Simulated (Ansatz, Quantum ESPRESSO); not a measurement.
# Lattice dynamics of CsH (Pm-3m) in two programs, part 3 of 4

How does CsH (Pm-3m) vibrate, and is this structure a minimum?

Quantum ESPRESSO 7.5; DFT LDA, scalar-relativistic, plane waves, PseudoDojo norm-conserving pseudopotentials.

So far, highest frequency (cm⁻¹): step 7 (dispersion) 723. The relaxed cell has a = 3.637 Å (conventional setting).

## Step 8: Density of states

Sums over the zone need many more wavevectors than were solved, so the interpolation is sampled on a dense mesh.

File matdyn.in:

```
&input
   asr = 'crystal'
   flfrc = 'x.fc'
   dos = .true.
   fldos = 'x.dos'
   nk1 = 12
   nk2 = 12
   nk3 = 12
   deltaE = 1.0
/
```

Command:

```console
$ matdyn.x -in matdyn.in > matdyn.out
```

Numbers of over 12 decimals in the logs are rounded to 6 here.

What it wrote:

```text
[banner, memory and clock lines left out]
Program MATDYN v.7.5

 mass for atomic type   1 not given; uses mass from file x.fc
 mass for atomic type   2 not given; uses mass from file x.fc
 Norm of the difference between old and new effective charges:    9.221e-17

 Norm of the difference between old and new force-constants:   6.60192e-07
```

The job ended after 2.8 s (1 thread of Arm Neoverse V2, shared host).

Read from the output:

| Item | Value |
| --- | --- |
| share of modes beyond 3i cm⁻¹ on the dense interpolated mesh | 0 |
| zero-point energy per atom | 54.95 meV |
| heat capacity at 300 K | 19.87 J/(mol atoms K) |
| vibrational entropy at 300 K | 32.47 J/(mol atoms K) |

The phonon density of states has structure finer than the step of the table below, so its rows give means over 25 cm⁻¹, whole bins alone (the curve runs from 0 to 720 cm⁻¹). Peaks (cm⁻¹: height): total 32.0: 0.0604, 84.0: 0.0785, 472.0: 0.0320, 504.0: 0.0586; Cs 32.0: 0.0603, 84.0: 0.0784; H 472.0: 0.0320, 504.0: 0.0586.

Tetrahedra. The phonon density of states by wavenumber; means over each step; values in 1/cm⁻¹/cell:

```csv
wavenumber (cm⁻¹),total,Cs,H
25,0.0220,0.0219,3.4e-5
50,0.0343,0.0342,3.4e-5
75,0.0524,0.0523,2.7e-5
100,0.0105,0.0105,2.7e-6
125,0,0,0
150,0,0,0
175,0,0,0
200,0,0,0
225,0,0,0
250,0,0,0
275,0,0,0
300,0,0,0
325,0,0,0
350,0,0,0
375,0,0,0
400,9.6e-5,0,9.6e-5
425,0.00347,6.2e-6,0.00347
450,0.0140,2.2e-5,0.0140
475,0.0232,2.1e-5,0.0232
500,0.0288,1.2e-5,0.0288
525,0.0101,0,0.0101
550,0.00939,0,0.00939
575,0.00606,0,0.00606
600,0.00454,0,0.00454
625,0.00440,0,0.00440
650,0.00444,5.0e-6,0.00444
675,0.00495,1.0e-5,0.00494
700,0.00585,1.9e-5,0.00583
```

Harmonic thermodynamic functions per atom, summed over the density of states scaled to three modes an atom; melting is ignored. Thermodynamic functions:

```csv
T (K),F_vib (meV/atom),S (J/mol-atom/K),C_V (J/mol-atom/K)
0,54.95,0,0
50,53.38,7.849,9.542
100,47.21,15.37,12.04
200,25.95,25.07,16.55
300,-4.01,32.47,19.87
400,-40.88,38.47,21.7
500,-83.39,43.43,22.73
600,-130.6,47.63,23.35
700,-181.9,51.26,23.75
800,-236.8,54.45,24.01
900,-294.7,57.29,24.2
1000,-355.4,59.85,24.34
```

At 300 K the heat capacity has reached 80 % of the Dulong-Petit value.

## Step 9: Modes with the sum rule

A rigid shift of the crystal must cost nothing, but grids and finite bases break this; the acoustic sum rule is imposed before the matrix is diagonalised again. With Born charges the intensities follow, and the static dielectric tensor.

File dynmat.in:

```
&input
   fildyn = 'x.dyn1'
   asr = 'simple'
   lperm = .true.
/
```

Command:

```console
$ dynmat.x -in dynmat.in > dynmat.out
```

What it wrote:

```text
[banner, memory and clock lines left out]
Program DYNMAT v.7.5

     Reading Dynamical Matrix from file x.dyn1
     ...Force constants read
     ...epsilon and Z* read
     A direction for q was not specified:TO-LO splitting will be absent

     Polarizability (A^3 units)
     multiply by 0.479858 for Clausius-Mossotti correction
        12.444870    0.000000    0.000000
         0.000000   12.444870    0.000000
         0.000000    0.000000   12.444870

     IR activities are in (D/A)^2/amu units

# mode   [cm-1]    [THz]      IR
    1     -0.00   -0.0000    0.0000
    2     -0.00   -0.0000    0.0000
    3      0.00    0.0000    0.0000
    4    415.64   12.4606   31.7602
    5    415.64   12.4606   31.7602
    6    415.64   12.4606   31.7602

Electronic dielectric permittivity tensor (relative, adimensional)
         4.251845    0.000000    0.000000
         0.000000    4.251845    0.000000
         0.000000    0.000000    4.251845

 ... with zone-center polar mode contributions
        12.405024   -0.000000   -0.000000
        -0.000000   12.405024    0.000000
        -0.000000    0.000000   12.405024
```

Elapsed: 0.47 s, on 1 thread.

Read from the output:

```yaml
highest_optical_zone_centre_mode_no_lo_to_term: 415.6 cm⁻¹
lowest_optical_zone_centre_mode: 415.6 cm⁻¹
mean_static_dielectric_constant: 12.40
```

Zone-centre frequencies as printed; negative means imaginary. Modes:

```csv
mode,frequency (cm⁻¹)
1,0
2,0
3,0
4,415.6
5,415.6
6,415.6
```

Degenerate modes summed, no LO-TO term. Lines of the infrared spectrum (strongest = 100):

```csv
position (cm⁻¹),lines merged,label,"IR intensity, relative"
416,3,T1u,100
```

Static dielectric tensor (ions relaxed, fixed cell):

```
12.40  0.00  0.00
 0.00 12.40  0.00
 0.00  0.00 12.40
```

The rule moves no optical mode by more than 0.1 cm⁻¹.

## Step 10: Sum rules set otherwise: a sum rule for molecules or wires on a crystal

This rule also removes rotations, which suits wires and not a crystal; it is tried to see the harm.

File dynmat.in:

```
&input
   fildyn = 'x.dyn1'
   asr = 'one-dim'
   lperm = .true.
/
```

Command:

```console
$ dynmat.x -in dynmat.in > dynmat.out
```

What it wrote:

```text
[banner, memory and clock lines left out]
Program DYNMAT v.7.5

     Reading Dynamical Matrix from file x.dyn1
     ...Force constants read
     ...epsilon and Z* read
asr rotation axis in 1D system=    3
     Acoustic Sum Rule: || Z*(ASR) - Z*(orig)|| =    1.659644E+00
     Acoustic Sum Rule: ||dyn(ASR) - dyn(orig)||=    2.616283E-02
     A direction for q was not specified:TO-LO splitting will be absent

     Polarizability (A^3 units)
     multiply by 0.479858 for Clausius-Mossotti correction
        12.444870    0.000000    0.000000
         0.000000   12.444870    0.000000
         0.000000    0.000000   12.444870

     IR activities are in (D/A)^2/amu units

# mode   [cm-1]    [THz]      IR
    1     -0.00   -0.0000    0.0000
    2     -0.00   -0.0000    0.0000
    3     -0.00   -0.0000    0.0000
    4      0.00    0.0000    0.0000
    5    415.65   12.4609   31.7602
    6    415.65   12.4609   31.7602

Electronic dielectric permittivity tensor (relative, adimensional)
         4.251845    0.000000    0.000000
         0.000000    4.251845    0.000000
         0.000000    0.000000    4.251845

 ... with zone-center polar mode contributions
         8.328300    4.076455   -0.000000
         4.076455    8.328300   -0.000000
        -0.000000   -0.000000   12.404755
```

Wall time 0.48 s (1 thread).

The program raised no error, yet the settings are not those of a careful run.

The fault: a sum rule for molecules or wires on a crystal; 1 optical mode is projected out to zero frequency, as if it were a rotation, and the static dielectric tensor is spoilt.

For a crystal the rule has to be 'simple' or 'crystal'.

Zone-centre frequencies as printed; negative means imaginary. Modes:

```csv
mode,frequency (cm⁻¹)
1,0
2,0
3,0
4,0
5,415.6
6,415.6
```

## Step 11: Sum rules set otherwise (asr no)

Without the rule the raw error of the acoustic modes shows.

File dynmat.in:

```
&input
   fildyn = 'x.dyn1'
   asr = 'no'
   lperm = .true.
/
```

Command:

```console
$ dynmat.x -in dynmat.in > dynmat.out
```

What it wrote:

```text
[banner, memory and clock lines left out]
Program DYNMAT v.7.5

     Reading Dynamical Matrix from file x.dyn1
     ...Force constants read
     ...epsilon and Z* read
     A direction for q was not specified:TO-LO splitting will be absent

     Polarizability (A^3 units)
     multiply by 0.479858 for Clausius-Mossotti correction
        12.444870    0.000000    0.000000
         0.000000   12.444870    0.000000
         0.000000    0.000000   12.444870

     IR activities are in (D/A)^2/amu units

# mode   [cm-1]    [THz]      IR
    1      0.41    0.0124    0.0000
    2      0.41    0.0124    0.0000
    3      0.41    0.0124    0.0000
    4    415.66   12.4613   31.8894
    5    415.66   12.4613   31.8894
    6    415.66   12.4613   31.8894

Electronic dielectric permittivity tensor (relative, adimensional)
         4.251845    0.000000    0.000000
         0.000000    4.251845    0.000000
         0.000000    0.000000    4.251845

 ... with zone-center polar mode contributions
        12.437374   -0.000000    0.000000
        -0.000000   12.437374    0.000000
         0.000000    0.000000   12.437374
```

Elapsed: 0.47 s, on 1 thread.

Numbers from this step:

```yaml
highest_optical_zone_centre_mode_no_lo_to_term: 415.7 cm⁻¹
lowest_optical_zone_centre_mode: 415.7 cm⁻¹
mean_static_dielectric_constant: 12.44
```

Zone-centre frequencies as printed; negative means imaginary. Modes:

```csv
mode,frequency (cm⁻¹)
1,0.41
2,0.41
3,0.41
4,415.7
5,415.7
6,415.7
```

Against the first rule no mode moves by more than 0.5 cm⁻¹.

## Step 12: Modes along a direction of q (1 0 0)

A longitudinal polar mode sets up a macroscopic field that stiffens it; the term hangs on the direction from which q goes to zero.

File dynmat.in:

```
&input
   fildyn = 'x.dyn1'
   asr = 'simple'
   q(1) = 1.0
   q(2) = 0.0
   q(3) = 0.0
/
```

Command:

```console
$ dynmat.x -in dynmat.in > dynmat.out
```

What it wrote:

```text
[banner, memory and clock lines left out]
Program DYNMAT v.7.5

     Reading Dynamical Matrix from file x.dyn1
     ...Force constants read
     ...epsilon and Z* read

     Polarizability (A^3 units)
     multiply by 0.479858 for Clausius-Mossotti correction
        12.444870    0.000000    0.000000
         0.000000   12.444870    0.000000
         0.000000    0.000000   12.444870

     IR activities are in (D/A)^2/amu units

# mode   [cm-1]    [THz]      IR
    1     -0.00   -0.0000    0.0000
    2     -0.00   -0.0000    0.0000
    3     -0.00   -0.0000    0.0000
    4    415.64   12.4606   31.7602
    5    415.64   12.4606   31.7602
    6    709.95   21.2839   31.7602
```

Elapsed: 0.47 s, on 1 thread.

This step gave:

```yaml
highest_mode_moved_by_the_lo_to_term: 710.0 cm⁻¹
```

Zone-centre frequencies as printed; negative means imaginary. Modes:

```csv
mode,frequency (cm⁻¹)
1,0
2,0
3,0
4,415.6
5,415.6
6,710
```

The field moves one mode, from 416 to 710 cm⁻¹; the others stay.

## Step 13: The dispersion under another sum rule (asr all)

The sum rule corrects the force constants themselves, so it can shift branches at any wavevector, low ones most.

File matdyn.in:

```
&input
   asr = 'all'
   flfrc = 'x.fc'
   flfrq = 'x.freq'
   flvec = 'x.modes'
   q_in_band_form = .true.
   q_in_cryst_coord = .true.
/
8
  0.0000000   0.0000000   0.0000000   8  ! GAMMA
  0.0000000   0.5000000   0.0000000   8  ! X
  0.5000000   0.5000000   0.0000000   8  ! M
  0.0000000   0.0000000   0.0000000   8  ! GAMMA
  0.5000000   0.5000000   0.5000000   8  ! R
  0.0000000   0.5000000   0.0000000   1  ! X
  0.5000000   0.5000000   0.5000000   8  ! R
  0.5000000   0.5000000   0.0000000   1  ! M
```

Command:

```console
$ matdyn.x -in matdyn.in > matdyn.out
```

What it wrote:

```text
[banner, memory and clock lines left out]
Program MATDYN v.7.5

 mass for atomic type   1 not given; uses mass from file x.fc
 mass for atomic type   2 not given; uses mass from file x.fc

     WARNING: To use asr = 'all' for infrared-active solids, i.e., solids with nonzero
     Born effective charge, one must set read_lr = .true. in the matdyn.x input. Also,
     the flfrc file must have been constructed with write_lr = .true. in the q2r.x input.
     If the system is infrared inactive and you have nonzero Born effective charge due to
     numerical noise, you can ignore this warning.

 Norm of the difference between old and new effective charges:    9.221e-17

 Huang before:    1   1   1   2,   residual stress:  -0.000000
 Huang before:    1   1   1   3,   residual stress:  -0.000000
 Huang before:    1   1   2   2,   residual stress:   0.000000
 Huang before:    1   1   2   3,   residual stress:  -0.000000
 Huang before:    1   1   3   3,   residual stress:   0.000000
 Huang before:    1   2   1   3,   residual stress:   0.000000
 Huang before:    1   2   2   2,   residual stress:   0.000000
 Huang before:    1   2   2   3,   residual stress:   0.000000
 Huang before:    1   2   3   3,   residual stress:   0.000000
 Huang before:    1   3   2   2,   residual stress:   0.000000
 Huang before:    1   3   2   3,   residual stress:   0.000000
 Huang before:    1   3   3   3,   residual stress:   0.000000
 Huang before:    2   2   2   3,   residual stress:  -0.000000
 Huang before:    2   2   3   3,   residual stress:   0.000000
 Huang before:    2   3   3   3,   residual stress:   0.000000

 Norm of the difference between old and new force-constants:   6.60192e-07

   You are using asr="all", please consider citing C. Lin, S. Ponc\'e and N. Marzari, npj Comput Mater 8, 236 (2022).
```

It took 0.49 s on 1 thread.

At the labelled points the branches move by no more than 0.1 cm⁻¹. The log warns that this rule wants the long-range part of the force constants stored apart (write_lr, read_lr) in a polar crystal, which was not done.

## Step 14: A changed mass

Force constants don't depend on the masses, so an isotope effect costs no new response.

File matdyn.in:

```
&input
   asr = 'crystal'
   flfrc = 'x.fc'
   flfrq = 'x.freq'
   flvec = 'x.modes'
   q_in_band_form = .true.
   q_in_cryst_coord = .true.
   amass(1) = 132.905
   amass(2) = 2.016
/
8
  0.0000000   0.0000000   0.0000000   8  ! GAMMA
  0.0000000   0.5000000   0.0000000   8  ! X
  0.5000000   0.5000000   0.0000000   8  ! M
  0.0000000   0.0000000   0.0000000   8  ! GAMMA
  0.5000000   0.5000000   0.5000000   8  ! R
  0.0000000   0.5000000   0.0000000   1  ! X
  0.5000000   0.5000000   0.5000000   8  ! R
  0.5000000   0.5000000   0.0000000   1  ! M
```

Command:

```console
$ matdyn.x -in matdyn.in > matdyn.out
```

What it wrote:

```text
[banner, memory and clock lines left out]
Program MATDYN v.7.5

 Norm of the difference between old and new effective charges:    9.221e-17

 Norm of the difference between old and new force-constants:   6.60192e-07
```

The job ended after 0.49 s (1 thread).

Matdyn.x, sum rule crystal. Phonon branches along the path, in cm⁻¹:

```csv
point,branch 1,branch 2,branch 3,branch 4,branch 5,branch 6
Γ,0,0,0,295,295,504
halfway,25,25,68,325,325,508
X,32,32,97,352,352,511
halfway,30,66,91,321,356,433
M,28,86,86,286,348,348
halfway,28,64,70,323,352,464
Γ,0,0,0,295,295,504
halfway,62,62,69,345,345,436
R,80,80,80,405,405,405
halfway,62,64,87,338,368,404
X,32,32,97,352,352,511
jump to R,80,80,80,405,405,405
halfway,60,83,83,352,377,377
M,28,86,86,286,348,348
```

The phonon branches as a text plot (rows in cm⁻¹):

```
    501 |*********             *******                  **
    479 |         *           *                       **
    458 |          *        **        **
    437 |           *      *            **           *
    415 |                                 *   **
    394 |                 *                ***  *****     ***
    373 |            *                     **    ****       ***
    351 |     ****************          ***       ** *****   * **
    330 |   **     **       ***      ***            ****      *
    309 | **              **   *** **                          *
    288 |*           *****        *                             *
    266 |
    245 |
    224 |
    202 |
    181 |
    160 |
    138 |
    117 |
     96 |     ************                          ******     **
     75 |   **      *** ******          *************     *****
     53 |  *      **        ***      *****          ****     **
     32 | * ********************** ***                  **     **
     11 |***                   ******
         Γ      X      M          Γ            R        X|R     M
```

The top of the path falls from 723 to 511 cm⁻¹, a ratio of 0.71; a mode of that atom alone would give 0.71.

(Part 3 of 4 ends here.)

[Host names and launcher messages were left out of these logs when they were recorded.]

[Logs are printed without paths, hosts, clocks, repeated set-up lines and the standing remarks that a program may print on its own settings, such as how far it seeks lower states.]

[Hosts, paths, dates, database ids (printed as entryN), source tags and the programs' standing remarks are cut or masked in the printed files.]
